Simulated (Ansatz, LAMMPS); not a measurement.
# Elastic response of glassy CaAl2Si2O8 (156 atoms)

How stiff is glassy CaAl2Si2O8 (156 atoms)?

Calculated with Ansatz 0.2.0; Kohn-Sham DFT, PBE, PAW (set soft_2), plane waves.

### 1. Set-up

The cell holds 156 atoms: 24 Al, 12 Ca, 96 O and 24 Si. Cell: a = 12.697 Å, b = 12.697 Å, c = 12.697 Å, α = 90.0°, β = 90.0°, γ = 90.0°. 156 atoms (24 Al, 12 Ca, 96 O, 24 Si) placed at random at 2.71 g/cm³, melted at 4500 K for 20 ps at fixed volume with the Morse and Coulomb pair potential with partial charges (Pedone, Malavasi, Menziani, Cormack and Segre, J. Phys. Chem. B 110, 11780 (2006)). Quenched from 4500 K to 300 K at 20 K/ps and fixed volume, held 5 ps. The density is a measured one.

Limits known from the start: The quench rate of 20 K/ps is orders of magnitude faster than experiment, which tends to freeze in extra defects. The network of bonds at the start is that of the classical potential that made the cell, and needn't be the one that DFT or experiment would give. The Brillouin zone is sampled at Γ only.

### 2. Single point at the start

The forces at the start show how far the geometry lies from a minimum of this functional.

Contents of input.yaml:

```yaml
crystal:
  lattice:
    - [12.6974, 0.0, 0.0]
    - [0.0, 12.6974, 0.0]
    - [0.0, 0.0, 12.6974]
  atoms:
    - { symbol: Al, position: [0.0668, 0.87846, 0.22146] }
    - { symbol: Al, position: [0.08954, 0.20648, 0.59434] }
    - { symbol: Al, position: [0.58798, 0.52572, 0.68078] }
    - { symbol: Al, position: [0.35764, 0.74972, 0.97044] }
    - { symbol: Al, position: [0.13237, 0.44175, 0.60057] }
    - { symbol: Al, position: [0.71011, 0.28416, 0.98965] }
    - { symbol: Al, position: [0.93328, 0.65749, 0.81613] }
    - { symbol: Al, position: [0.81893, 0.01993, 0.58467] }
    - { symbol: Al, position: [0.71215, 0.61917, 0.84559] }
    - { symbol: Al, position: [0.00896, 0.12106, 0.23955] }
    - { symbol: Al, position: [0.12377, 0.75786, 0.99266] }
    - { symbol: Al, position: [0.43066, 0.52481, 0.89251] }
    - { symbol: Al, position: [0.64122, 0.53814, 0.47222] }
    - { symbol: Al, position: [0.45569, 0.27086, 0.1687] }
    - { symbol: Al, position: [0.21073, 0.56238, 0.89987] }
    - { symbol: Al, position: [0.74079, 0.3565, 0.79702] }
    - { symbol: Al, position: [0.79702, 0.1024, 0.85552] }
    - { symbol: Al, position: [0.55902, 0.48513, 0.12143] }
    - { symbol: Al, position: [0.48228, 0.32666, 0.75029] }
    - { symbol: Al, position: [0.32021, 0.13864, 0.28923] }
    - { symbol: Al, position: [0.04625, 0.04259, 0.7731] }
    - { symbol: Al, position: [0.0464, 0.50669, 0.08182] }
    - { symbol: Al, position: [0.51727, 0.75584, 0.79406] }
    - { symbol: Al, position: [0.48044, 0.01579, 0.25578] }
    - { symbol: Ca, position: [0.79839, 0.55153, 0.27351] }
    - { symbol: Ca, position: [0.35841, 0.66912, 0.65774] }
    - { symbol: Ca, position: [0.70704, 0.75002, 0.60814] }
    - { symbol: Ca, position: [0.26073, 0.37305, 0.07472] }
    - { symbol: Ca, position: [0.93838, 0.20934, 0.99169] }
    - { symbol: Ca, position: [0.87409, 0.53242, 0.63228] }
    - { symbol: Ca, position: [0.9468, 0.90568, 0.96314] }
    - { symbol: Ca, position: [0.22409, 0.27307, 0.82704] }
    [... 118 atom lines left out ...]
    - { symbol: Si, position: [0.79082, 0.50149, 0.03607] }
    - { symbol: Si, position: [0.15702, 0.65453, 0.25506] }
    - { symbol: Si, position: [0.48263, 0.36147, 0.51701] }
    - { symbol: Si, position: [0.23165, 0.96245, 0.9159] }
    - { symbol: Si, position: [0.49663, 0.95362, 0.01795] }
    - { symbol: Si, position: [0.4671, 0.1972, 0.95036] }
kpoints:
  mp_grid: { grid: [1, 1, 1] }
hamiltonian:
  xc: pbe
scf:
  occupations: { method: gaussian, width: 0.05 }
output:
  forces: true
```

On the command line:

```sh
$ ansatz run input.yaml --threads 4 --pin off --max-ram 8192MiB --backend cpu --events-out ev --progress --plain --runs-dir out
```

Numbers of over 12 decimals in the logs are rounded to 6 here.

Output:

```text
Engine: ansatz 0.2.0, aarch64-unknown-linux-gnu
Pseudopotentials: kind: paw
Pseudopotential: Al, paw, valence charge 3, recommended cutoff 420 eV (normal), Al.paw.azcp
Pseudopotential: Ca, paw, valence charge 10, recommended cutoff 420 eV (normal), Ca.paw.azcp
Pseudopotential: O, paw, valence charge 6, recommended cutoff 420 eV (normal), O.paw.azcp
Pseudopotential: Si, paw, valence charge 4, recommended cutoff 420 eV (normal), Si.paw.azcp
[... 5 lines on functional and potentials left out ...]
Crystal: 156 atoms, lattice volume = 2047.125 Å³
Basis set: ecut = 420 eV, 40099 PW (Γ), exchange–correlation on 180×180×180 points (8 copies of the dense FFT grid, shifted against one another)
Bands: 588, of which v1, the nominal top of the filled ones, is band 432 counted from 1 (431 counted from 0)
Symmetry: 1 space group operations
Space group: P1 (ITA 1), of the structure as read, at distance tolerance 1.3e-4 Å
k-points: 1
[... 9 lines on functional and potentials left out ...]
Initial density: superposition of atomic densities (neutral atoms: chi_scale 0, normalization atom), corrected by the library's trained network
Initial wavefunctions: pseudopotential atomic-orbital guess
Functional: x = pbe(κ = 0.804, μ = 0.219515), c = pbe(β = 0.066725)
SCF iter   1: F=—  HF=-104631.069467 eV  |F-HF|=—  |Δ(HF+E_count)|=         —  Δρ=2.06e-3  dr2=1.47e-1  ethr=1.77e-3  ⟨swp⟩=7.0  Hψ=2850  notcnv=0  defer=124
preconditioner: auto → Resta (q_TF=auto, 2.363 Å⁻¹)  ε∞=3.3  [insulator: Δε(μ)=3.074 eV  Ē_g=15.519 eV  σ=0.050 eV  W_gap=1.00  n_scr=460 (ndim 8)  ℏωp=23.8 eV  f_vac=0.108  D(μ)=0.00/eV (n_scr^D=0)  ε∞_Penn≈3.3]
SCF iter   2: F=—  HF=-104631.064368 eV  |F-HF|=—  |Δ(HF+E_count)|=   5.10e-3  Δρ=1.15e-3  dr2=4.11e-2  ethr=1.71e-5  ⟨swp⟩=2.0  Hψ=944  notcnv=0  defer=138
SCF iter   3: F=—  HF=-104631.065813 eV  |F-HF|=—  |Δ(HF+E_count)|=   1.44e-3  Δρ=5.67e-4  dr2=1.12e-2  ethr=4.75e-6  ⟨swp⟩=2.0  Hψ=746  notcnv=0  defer=50
automatic band count: iteration 3 solves 500 bands in place of 588: the levels show a gap, and the empty bands left out lie too high to hold charge; the band table lists the bands solved (type scf.n_extra_bands for more)
SCF iter   4: F=—  HF=-104631.064792 eV  |F-HF|=—  |Δ(HF+E_count)|=   1.02e-3  Δρ=1.81e-4  dr2=9.24e-4  ethr=1.30e-6  ⟨swp⟩=2.0  Hψ=739  notcnv=0  defer=50
SCF iter   5: F=—  HF=-104631.064857 eV  |F-HF|=—  |Δ(HF+E_count)|=   6.41e-5  Δρ=9.87e-5  dr2=2.06e-4  ethr=1.07e-7  ⟨swp⟩=2.0  Hψ=742  notcnv=0  defer=50
SCF iter   6: F=—  HF=-104631.064874 eV  |F-HF|=—  |Δ(HF+E_count)|=   1.77e-5  Δρ=5.90e-5  dr2=6.17e-5  ethr=2.39e-8  ⟨swp⟩=2.0  Hψ=813  notcnv=0  defer=50
SCF iter   7: F=—  HF=-104631.064960 eV  |F-HF|=—  |Δ(HF+E_count)|=   8.61e-5  Δρ=1.49e-5  dr2=4.91e-6  ethr=7.14e-9  ⟨swp⟩=2.0  Hψ=914  notcnv=0  defer=62
SCF iter   8: F=—  HF=-104631.064964 eV  |F-HF|=—  |Δ(HF+E_count)|=   3.70e-6  Δρ=1.02e-5  dr2=1.75e-6  ethr=5.68e-10  ⟨swp⟩=2.0  Hψ=768  notcnv=0  defer=62
SCF iter   9: F=—  HF=-104631.064964 eV  |F-HF|=—  |Δ(HF+E_count)|=   6.89e-8  Δρ=2.44e-6  dr2=1.18e-7  ethr=2.02e-10  ⟨swp⟩=3.0  Hψ=781  notcnv=0  defer=62
SCF iter  10: F=-104631.064964 eV  HF=-104631.064964 eV  |F-HF|=9.82e-9  |Δ(HF+E_count)|=   8.25e-8  Δρ=9.62e-7  dr2=1.97e-8  ethr=1.16e-11  ⟨swp⟩=4.0  Hψ=1454  notcnv=0
SCF 1 converged in 10 iterations: F = -104631.064964 eV  dr2 = 1.97e-8
  greatest PAW one-centre occupation: 0.995 electrons in one spin orbital (limit 2), on the Ca atom at site 27 (counted from 0), in its partial waves of l = 0
SCF converged after 10 iterations
Free energy (F): -104631.064964 eV
Harris-Foulkes:  -104631.064964 eV  (|F-HF|=9.82e-9)
Internal energy: -104631.064964 eV  (E = F + TS)
E sigma→0 (E₀):  -104631.064964 eV
Fermi energy:    6.337197 eV
--- Per-component energies (eV) ---
  E_band       = -4085.793825
  E_kinetic    = 22175.859934
  E_local      = -56300.449678  (includes V_loc(G=0)·N_el)
  E_nonlocal   = 6203.942868
  E_hartree    = 20669.001008
  E_xc         = -11118.198127
  E_vxc        = -13052.795830  (∫ρ·V_xc dr)
  E_paw        = -49088.224293  (= ΣΔE_a)
  E_vpaw       = -4450.599580  (= ΣTr[D̂ρ^β])
  E_aug_tail   = 0.244445  (compensation charges beyond the density's cutoff)
  E_ewald      = -37173.241120
  E_smearing   = -0.000000  (= −TS)
  E_closure    = -0.000000  (closes the sum)
  Σ components = -104631.064964   (vs F -104631.064964, Δ=0.00e0)
--- Forces (eV/Å), atoms counted from 1 ---
  atom   1  Al     0.89374416    -0.88059329    -1.79913737
  atom   2  Al     0.05734509     0.20236862     0.37896641
  atom   3  Al     0.62305171     0.29568112     1.69224514
  atom   4  Al    -1.37490253     0.25318964     0.70823429
  atom   5  Al     2.32882381     0.10155059     2.62470808
  atom   6  Al    -1.28155981    -0.87150474     0.79393526
  atom   7  Al     0.76323856     1.59477033    -0.10912028
  atom   8  Al     0.58897854    -0.98994177    -1.23987611
  atom   9  Al     0.66860889    -0.46714725    -1.70697322
  atom  10  Al     0.31030207     0.91471913    -0.63322278
  atom  11  Al    -0.62220730    -0.81078007    -0.46788322
  atom  12  Al     0.46994966    -1.04079263     1.07365387
  atom  13  Al    -1.10175361    -2.17376974    -0.63203675
  atom  14  Al     0.64964896     0.85133870     0.97409987
[...]
atom 155  Si    -0.13344123     2.72700936     1.56756981
  atom 156  Si     2.77894586    -0.54952850     0.09489330
  max |Σ_I F_I| component: 1.07e-4 eV/Å
```

It took 28 s on 4 threads of Arm Neoverse V2, shared host; peak memory 3.1 GiB.

In the SCF lines HF is the Harris–Foulkes energy and dr2 the Hartree energy of the density residual, in eV; the loop may stop once dr2 is under the threshold and the program's other checks hold. Hψ counts applications of the Hamiltonian.

The r.m.s. force at the start is 1.3 eV/Å.

### 3. Cell and atoms relaxed

The cell is relaxed with the atoms, since the starting lattice needn't suit this functional.

Contents of input.yaml:

```yaml
crystal:
  lattice:
    - [12.6974, 0.0, 0.0]
    - [0.0, 12.6974, 0.0]
    - [0.0, 0.0, 12.6974]
  atoms:
    [... the 156 atom lines of step 2 ...]
kpoints:
  mp_grid: { grid: [1, 1, 1] }
hamiltonian:
  xc: pbe
scf:
  occupations: { method: gaussian, width: 0.05 }
output:
  forces: true
relax:
  f_tol: 0.05
  max_steps: 150
  cell: {}
```

Output:

```text
[...]
Crystal: 156 atoms, lattice volume = 2047.125 Å³
Basis set: ecut = 420 eV, 40099 PW (Γ), exchange–correlation on 180×180×180 points (8 copies of the dense FFT grid, shifted against one another)
Bands: 588, of which v1, the nominal top of the filled ones, is band 432 counted from 1 (431 counted from 0)
Symmetry: 1 space group operations
[...]
k-points: 1
[...]
SCF iter   1: F=—  HF=-104631.069466 eV  |F-HF|=—  |Δ(HF+E_count)|=         —  Δρ=2.06e-3  dr2=1.47e-1  ethr=1.77e-3  ⟨swp⟩=7.0  Hψ=2850  notcnv=0  defer=124
[...]
SCF iter  10: F=-104631.064964 eV  HF=-104631.064964 eV  |F-HF|=9.88e-9  |Δ(HF+E_count)|=   8.02e-8  Δρ=9.43e-7  dr2=1.90e-8  ethr=1.16e-11  ⟨swp⟩=3.0  Hψ=1444  notcnv=0
SCF 1 converged in 10 iterations: F = -104631.064964 eV  dr2 = 1.90e-8
[...]
relax step   1: F+E_penalty+E_count = -104631.06496411 eV  Δ(F+E_penalty+E_count) = +0.000e0 eV  max|allowed force component| = 5.225e0 eV/Å  Δτ_max = 0.0000 Å  P = +5.069 GPa  Ω = 2047.125 Å³  (10 SCF iters, dr2 threshold 1.00e-7 eV, accepted)
[... from here on, the SCF cycles and remarks between the steps are left out ...]
relax step   2: F+E_penalty+E_count = -104638.21773226 eV  Δ(F+E_penalty+E_count) = -7.153e0 eV  max|allowed force component| = 2.878e0 eV/Å  Δτ_max = 0.1994 Å  P = +3.030 GPa  Ω = 2041.533 Å³  energy of the carried Pulay correction = +1.878e-2 eV  (7 SCF iters, dr2 threshold 1.56e-5 eV, accepted)
relax step   3: F+E_penalty+E_count = -104642.36362292 eV  Δ(F+E_penalty+E_count) = -4.146e0 eV  max|allowed force component| = 9.701e-1 eV/Å  Δτ_max = 0.2000 Å  P = +1.245 GPa  Ω = 2035.074 Å³  energy of the carried Pulay correction = +4.054e-2 eV  (8 SCF iters, dr2 threshold 1.56e-5 eV, accepted)
relax step   4: F+E_penalty+E_count = -104643.22703893 eV  Δ(F+E_penalty+E_count) = -8.634e-1 eV  max|allowed force component| = 3.552e-1 eV/Å  Δτ_max = 0.2000 Å  P = +0.234 GPa  Ω = 2039.210 Å³  energy of the carried Pulay correction = +2.660e-2 eV  (7 SCF iters, dr2 threshold 1.56e-5 eV, accepted)
relax step   5: F+E_penalty+E_count = -104643.50433295 eV  Δ(F+E_penalty+E_count) = -2.773e-1 eV  max|allowed force component| = 2.628e-1 eV/Å  Δτ_max = 0.2000 Å  P = -0.061 GPa  Ω = 2031.290 Å³  energy of the carried Pulay correction = +5.331e-2 eV  (7 SCF iters, dr2 threshold 7.89e-6 eV, accepted)
relax step   6: F+E_penalty+E_count = -104643.63402291 eV  Δ(F+E_penalty+E_count) = -1.297e-1 eV  max|allowed force component| = 5.485e-1 eV/Å  Δτ_max = 0.2000 Å  P = -0.007 GPa  Ω = 2028.272 Å³  energy of the carried Pulay correction = +6.352e-2 eV  (7 SCF iters, dr2 threshold 4.32e-6 eV, accepted)
relax step   7: F+E_penalty+E_count = -104643.63806422 eV  Δ(F+E_penalty+E_count) = -4.041e-3 eV  max|allowed force component| = 5.963e-1 eV/Å  Δτ_max = 0.1134 Å  P = -0.075 GPa  Ω = 2029.641 Å³  energy of the carried Pulay correction = +5.889e-2 eV  (7 SCF iters, dr2 threshold 1.56e-5 eV, accepted)
relax step   8: F+E_penalty+E_count = -104643.76682480 eV  Δ(F+E_penalty+E_count) = -1.288e-1 eV  max|allowed force component| = 1.648e-1 eV/Å  Δτ_max = 0.2000 Å  P = -0.016 GPa  Ω = 2035.414 Å³  energy of the carried Pulay correction = +3.939e-2 eV  (7 SCF iters, dr2 threshold 1.56e-5 eV, accepted)
relax step   9: F+E_penalty+E_count = -104643.82220397 eV  Δ(F+E_penalty+E_count) = -5.538e-2 eV  max|allowed force component| = 1.586e-1 eV/Å  Δτ_max = 0.2000 Å  P = -0.009 GPa  Ω = 2035.426 Å³  energy of the carried Pulay correction = +3.935e-2 eV  (8 SCF iters, dr2 threshold 1.70e-6 eV, accepted)
relax step  10: F+E_penalty+E_count = -104643.82201055 eV  Δ(F+E_penalty+E_count) = +1.934e-4 eV  max|allowed force component| = 6.115e-1 eV/Å  Δτ_max = 0.1234 Å  P = +0.020 GPa  Ω = 2036.117 Å³  energy of the carried Pulay correction = +3.702e-2 eV  (7 SCF iters, dr2 threshold 1.57e-6 eV, accepted)
relax step  11: F+E_penalty+E_count = -104643.79948449 eV  Δ(F+E_penalty+E_count) = +2.253e-2 eV  max|allowed force component| = 2.947e-1 eV/Å  Δτ_max = 0.2000 Å  P = -0.152 GPa  Ω = 2041.117 Å³  energy of the carried Pulay correction = +2.018e-2 eV  (7 SCF iters, dr2 threshold 1.56e-5 eV, rejected (line search))
relax step  12: F+E_penalty+E_count = -104643.86671471 eV  Δ(F+E_penalty+E_count) = -4.470e-2 eV  max|allowed force component| = 2.999e-1 eV/Å  Δτ_max = 0.0913 Å  P = +0.097 GPa  Ω = 2036.130 Å³  energy of the carried Pulay correction = +3.697e-2 eV  (12 SCF iters, accepted)
relax step  13: F+E_penalty+E_count = -104643.86879166 eV  Δ(F+E_penalty+E_count) = -2.077e-3 eV  max|allowed force component| = 1.155e-1 eV/Å  Δτ_max = 0.0520 Å  P = -0.027 GPa  Ω = 2038.316 Å³  energy of the carried Pulay correction = +2.961e-2 eV  (7 SCF iters, dr2 threshold 5.62e-6 eV, accepted)
relax step  14: F+E_penalty+E_count = -104643.87988632 eV  Δ(F+E_penalty+E_count) = -1.109e-2 eV  max|allowed force component| = 5.282e-2 eV/Å  Δτ_max = 0.0432 Å  P = +0.012 GPa  Ω = 2037.090 Å³  energy of the carried Pulay correction = +3.374e-2 eV  (7 SCF iters, dr2 threshold 8.33e-7 eV, accepted)
relax step  15: F+E_penalty+E_count = -104643.85389054 eV  Δ(F+E_penalty+E_count) = +2.600e-2 eV  max|allowed force component| = 7.368e-2 eV/Å  Δτ_max = 0.1813 Å  P = -0.005 GPa  Ω = 2040.318 Å³  energy of the carried Pulay correction = +2.287e-2 eV  (9 SCF iters, dr2 threshold 1.74e-7 eV, rejected (line search))
relax step  16: F+E_penalty+E_count = -104643.88019541 eV  Δ(F+E_penalty+E_count) = -3.091e-4 eV  max|allowed force component| = 2.853e-2 eV/Å  Δτ_max = 0.0480 Å  P = +0.007 GPa  Ω = 2037.937 Å³  energy of the carried Pulay correction = +3.088e-2 eV  (11 SCF iters, accepted)
relax step  17: F+E_penalty+E_count = -104643.84654852 eV  Δ(F+E_penalty+E_count) = +3.365e-2 eV  max|allowed force component| = 2.849e-2 eV/Å  Δτ_max = 0.0000 Å  P = -0.009 GPa  Ω = 2037.937 Å³  stress off target by 1.00e-1 GPa  SCF on the basis re-selected at this cell (its energy is not comparable with the rows above)  (7 SCF iters)
relax step  18: F+E_penalty+E_count = -104643.85079185 eV  Δ(F+E_penalty+E_count) = -4.243e-3 eV  max|allowed force component| = 1.744e-2 eV/Å  Δτ_max = 0.0129 Å  P = +0.008 GPa  Ω = 2036.968 Å³  energy of the carried Pulay correction = +3.250e-3 eV  (8 SCF iters, dr2 threshold 2.51e-8 eV, accepted)
relax step  19: F+E_penalty+E_count = -104643.84991057 eV  Δ(F+E_penalty+E_count) = +8.813e-4 eV  max|allowed force component| = 1.748e-2 eV/Å  Δτ_max = 0.0000 Å  P = +0.007 GPa  Ω = 2036.968 Å³  stress off target by 3.46e-2 GPa  SCF on the basis re-selected at this cell (its energy is not comparable with the rows above)  (5 SCF iters)
[...]
SCF converged after 5 iterations
Free energy (F): -104643.849911 eV
[...]
Internal energy: -104643.849911 eV  (E = F + TS)
E sigma→0 (E₀):  -104643.849911 eV
Fermi energy:    6.225732 eV
[...]
--- Forces (eV/Å), atoms counted from 1 ---
  atom   1  Al     0.00502236     0.00163172     0.00345375
  atom   2  Al    -0.00717043     0.01666140    -0.00064050
  atom   3  Al     0.00926952     0.00711479    -0.00602427
  atom   4  Al    -0.00778925     0.00031475     0.00605309
  atom   5  Al     0.00149310     0.00300452     0.00741049
  atom   6  Al     0.00720201    -0.00219324    -0.00379589
  atom   7  Al     0.00407990    -0.00765924    -0.00099509
  atom   8  Al     0.00208580     0.00161480    -0.00023399
  atom   9  Al    -0.00894110    -0.00806490    -0.00013962
  atom  10  Al    -0.00269140     0.00685869    -0.00173222
  atom  11  Al    -0.00320149    -0.00085328    -0.00327146
  atom  12  Al    -0.00845504    -0.00407414     0.00323345
  atom  13  Al    -0.00349210     0.00722766     0.00224935
  atom  14  Al    -0.00049819     0.00150500     0.00175804
[...]
atom 155  Si    -0.00519794    -0.00149046    -0.00232206
  atom 156  Si    -0.01059883     0.00110075     0.00746256
  max |Σ_I F_I| component: 9.81e-5 eV/Å
--- Stress (GPa, compression-positive) ---
        0.009789      -0.007222      -0.022021
       -0.007220      -0.003688       0.001274
       -0.022016       0.001273       0.013429
  P = ⅓ Tr σ = 0.0065 GPa (0.065 kbar)
--- Relaxed structure (17 steps of the walk, 15 accepted, 2 SCFs on fresh bases) ---
  F+E_penalty+E_count = -104643.84991057 eV   max|allowed force component| = 1.748e-2 eV/Å   (the final SCF, on the basis selected at the relaxed cell)
  cell:  # Å, volume = 2036.9682 Å³
    - [12.684499, 0.037629, 0.149358]
    - [0.037629, 12.737504, 0.00378041]
    - [0.149358, 0.00378041, 12.609302]
  atoms:
    - { symbol: Al, position: [0.055117, 0.870901, 0.222453] }
    - { symbol: Al, position: [0.083561, 0.207406, 0.578109] }
    - { symbol: Al, position: [0.588309, 0.525996, 0.690710] }
    - { symbol: Al, position: [0.351663, 0.752477, 0.976267] }
[...]
- { symbol: Si, position: [0.474181, 0.194143, 0.951894] }
```

Wall time 9.9 min (4 threads); peak memory 3.2 GiB; 39 min of CPU time.

The relaxation converged after 17 steps, with a largest force component of 0.017 eV/Å.

(Continued in part 2 of 3.)

[Logs are printed without paths, hosts, clocks, repeated set-up lines and the standing remarks that a program may print on its own settings, such as how far it seeks lower states.]

[Hosts, paths, dates, database ids (printed as entryN), source tags and the programs' standing remarks are cut or masked in the printed files.]
